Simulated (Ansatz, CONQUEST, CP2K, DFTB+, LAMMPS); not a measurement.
## Atom list for Amorphous carbon (100 atoms)

100 atoms (100 C) placed at random at 2.92 g/cm³, melted at 6000 K for 10 ps at fixed volume with the Tersoff potential (Tersoff, Phys. Rev. B 39, 5566 (1989)). Quenched from 6000 K to 300 K at 100 K/ps and fixed volume, held 5 ps, then minimised at fixed cell.

This is the geometry as built. Method: Kohn-Sham DFT, PBE, GTH-PBE pseudopotentials, Gaussian and plane waves, DZVP-MOLOPT-SR-GTH, diagonalisation; 450/50 Ry; levels smeared at 580 K (CP2K 2026.2); Γ point; density 2.92 g/cm³.

Extended XYZ; positions in Å, forces in eV/Å, q the Hirshfeld charge in e:

```xyz
100
Lattice="8.808 0.000 0.000 0.000 8.808 0.000 0.000 0.000 8.808" Properties=species:S:1:pos:R:3:charge:R:1:forces:R:3 pbc="T T T"
C 5.868 6.629 7.377 0.02 0.237 2.475 -0.610
C 7.596 6.599 5.046 -0.01 1.005 -1.059 3.352
C 0.726 3.749 6.706 0.00 -1.511 -0.871 -1.210
C 7.703 6.897 0.816 0.02 2.718 0.278 0.251
C 0.299 1.742 3.598 0.01 -0.174 -0.565 -0.822
C 4.248 4.991 2.110 0.02 -2.442 -1.301 1.216
C 0.528 0.934 0.383 -0.01 -2.044 -1.445 0.198
C 5.269 6.113 3.738 0.02 0.793 0.141 0.092
C 3.730 8.150 5.700 0.01 0.414 -0.094 -1.681
C 7.560 8.275 7.986 -0.01 0.163 2.529 0.645
C 4.105 5.270 6.041 -0.03 1.001 -0.217 -1.639
C 3.922 2.672 1.780 -0.02 -3.475 -1.469 0.263
C 1.555 3.755 4.632 0.02 1.079 0.428 -2.041
C 7.660 2.143 6.688 -0.01 -0.658 -1.232 -1.763
C 3.971 1.909 0.569 0.02 0.181 -2.378 -1.007
C 7.571 4.017 1.301 -0.02 -0.600 -0.392 -0.245
C 4.440 6.179 7.123 0.01 0.999 -0.088 0.393
C 5.182 6.916 0.959 0.04 -1.217 1.000 0.258
C 6.705 0.966 1.051 0.01 0.188 -1.800 1.450
C 6.713 0.805 2.607 -0.01 -0.092 0.574 -0.435
C 5.926 3.360 7.846 -0.02 2.418 -0.470 -0.324
C 7.816 0.857 3.660 0.03 -1.993 -0.476 -1.712
C 2.248 4.324 1.050 -0.01 -0.950 -0.024 0.699
C 1.044 8.082 6.964 0.00 -0.075 -0.768 -0.532
C 5.436 2.758 4.186 -0.01 -0.478 -3.670 0.878
C 5.027 1.363 4.340 0.01 1.127 0.919 -1.265
C 6.471 6.305 1.440 -0.01 -0.066 -0.304 0.163
C 6.800 1.184 6.052 -0.01 1.049 0.717 0.985
C 6.584 4.940 0.831 0.01 0.231 -2.805 1.321
C 1.728 4.544 5.890 -0.02 -1.089 -0.119 -0.503
C 2.091 6.098 3.173 0.00 0.960 -1.751 -1.937
C 2.709 3.676 3.725 -0.01 0.429 0.296 -0.698
C 2.572 5.850 0.724 0.00 -1.424 -0.341 -0.545
C 5.112 3.152 6.653 0.02 -0.779 -3.137 1.110
C 7.384 5.462 5.910 0.00 -0.647 -0.066 -1.145
C 5.176 0.779 0.447 0.02 1.664 0.879 2.319
C 7.823 6.381 3.654 -0.02 -0.411 -0.341 0.040
C 1.972 3.535 8.716 -0.01 1.182 -1.511 -0.136
C 7.388 0.309 5.031 -0.01 0.801 0.278 -0.513
C 0.872 8.603 1.255 -0.03 -0.433 -0.386 0.024
C 4.514 5.311 8.376 -0.01 0.275 -0.511 -0.018
C 1.718 6.105 8.298 0.00 0.659 0.089 0.470
C 5.024 5.057 4.942 0.03 -0.905 1.477 -0.520
C 0.616 3.902 8.155 0.00 1.407 0.231 0.729
C 2.557 1.125 3.260 -0.01 0.601 1.917 -0.940
C 6.183 7.918 7.862 -0.03 0.031 -1.745 -2.482
C 2.301 8.240 1.463 -0.01 -1.777 -0.794 0.269
C 4.869 8.263 1.323 0.03 1.493 0.943 -2.936
C 5.414 0.537 3.261 -0.04 1.943 1.856 -0.058
C 3.496 7.390 7.014 0.00 -1.106 1.212 -0.247
C 3.261 1.767 5.821 -0.01 -2.036 0.915 1.514
C 2.958 2.476 2.881 0.01 0.955 -0.990 1.135
C 4.877 3.683 1.984 -0.03 1.213 1.186 0.849
C 2.872 2.382 8.230 0.03 -0.506 0.534 1.566
C 8.657 7.716 1.735 -0.01 -0.470 -2.387 -0.254
C 8.063 6.048 8.363 0.02 -1.304 0.108 -0.522
C 7.089 4.183 5.240 0.02 -0.400 0.939 -0.247
C 8.590 5.134 3.620 0.01 1.742 0.460 -1.725
C 8.804 2.740 6.004 0.00 0.267 1.693 1.049
C 3.542 2.858 6.794 0.00 1.406 0.626 -1.343
C 3.090 0.069 2.505 0.01 -0.863 1.249 0.416
C 7.884 7.862 5.596 -0.01 -1.356 0.724 -1.866
C 6.527 6.199 2.950 0.00 -1.924 0.452 0.169
C 5.678 4.525 8.607 -0.01 0.253 -0.692 -0.719
C 8.630 7.522 3.171 0.01 1.914 2.385 -1.672
C 2.018 6.925 7.069 0.00 -0.342 -1.003 -1.448
C 7.249 3.465 2.693 0.00 -0.849 1.926 -1.252
C 1.686 6.121 5.782 0.02 0.799 -0.415 -0.121
C 1.923 1.240 5.655 0.01 -0.569 -1.392 0.916
C 1.874 1.109 8.228 0.01 0.599 -0.674 -0.251
C 3.332 7.453 4.550 -0.03 -0.105 1.059 2.254
C 1.414 0.822 4.200 0.01 0.608 -1.617 -0.759
C 1.352 3.971 2.155 0.01 -1.409 -0.757 -0.858
C 1.040 5.052 3.018 0.00 -3.184 0.126 0.773
C 7.872 0.498 0.134 0.01 -2.161 -0.015 -1.088
C 4.346 0.818 5.592 -0.01 0.932 -1.701 -0.816
C 4.290 7.204 3.550 -0.02 2.830 0.159 -0.163
C 0.979 8.037 4.059 0.03 -0.926 0.808 -0.023
C 5.411 0.917 6.602 0.02 1.584 2.934 0.443
C 5.864 3.232 2.913 -0.01 2.715 0.894 -1.161
C 8.450 7.902 6.893 0.00 -1.101 0.572 3.010
C 3.104 4.253 6.314 -0.01 -0.017 -1.287 1.470
C 1.494 0.603 6.905 0.01 0.978 1.129 -1.907
C 0.157 2.187 0.976 -0.01 2.427 0.768 2.050
C 3.829 8.304 8.049 -0.02 -0.845 1.132 1.488
C 4.077 5.865 0.825 0.00 0.270 -0.509 1.921
C 2.230 6.760 1.778 0.02 -0.506 1.004 1.324
C 1.970 6.926 4.428 -0.01 -0.819 -0.938 1.048
C 7.957 3.885 4.001 -0.01 -1.478 0.232 -0.163
C 5.668 3.670 5.285 0.01 -0.506 0.316 -0.058
C 3.189 5.007 3.179 0.02 1.399 -2.064 -0.238
C 4.478 8.417 2.689 -0.03 -0.164 -1.190 -0.387
C 0.512 5.372 8.299 -0.01 0.058 1.539 0.240
C 0.679 2.583 2.239 -0.01 -0.661 0.424 -0.572
C 7.007 5.757 7.296 -0.01 1.180 1.352 1.455
C 0.208 2.934 4.488 0.00 1.896 0.439 3.119
C 8.262 3.194 0.161 0.01 -1.229 0.755 0.521
C 5.180 0.152 7.898 -0.02 -1.329 0.793 0.445
C 7.230 2.732 7.932 -0.01 -1.132 1.088 0.566
C 2.762 0.043 0.071 0.02 1.464 0.810 0.719
```

The quench rate of 100 K/ps is many orders above laboratory rates, so the cell is likely richer in defects and strain than a real sample. The network of bonds at the start is that of the classical potential that made the cell, and needn't be the one that DFT or experiment would give. Only the Γ point is sampled, in a cell whose shortest periodic width is 9 Å.

The r.m.s. force component is 1.25 eV/Å; the longest force, 3.80 eV/Å, acts on C25.

[Logs are printed without paths, hosts, clocks, repeated set-up lines and the standing remarks that a program may print on its own settings, such as how far it seeks lower states.]

[Hosts, paths, dates, database ids (printed as entryN), source tags and the programs' standing remarks are cut or masked in the printed files.]
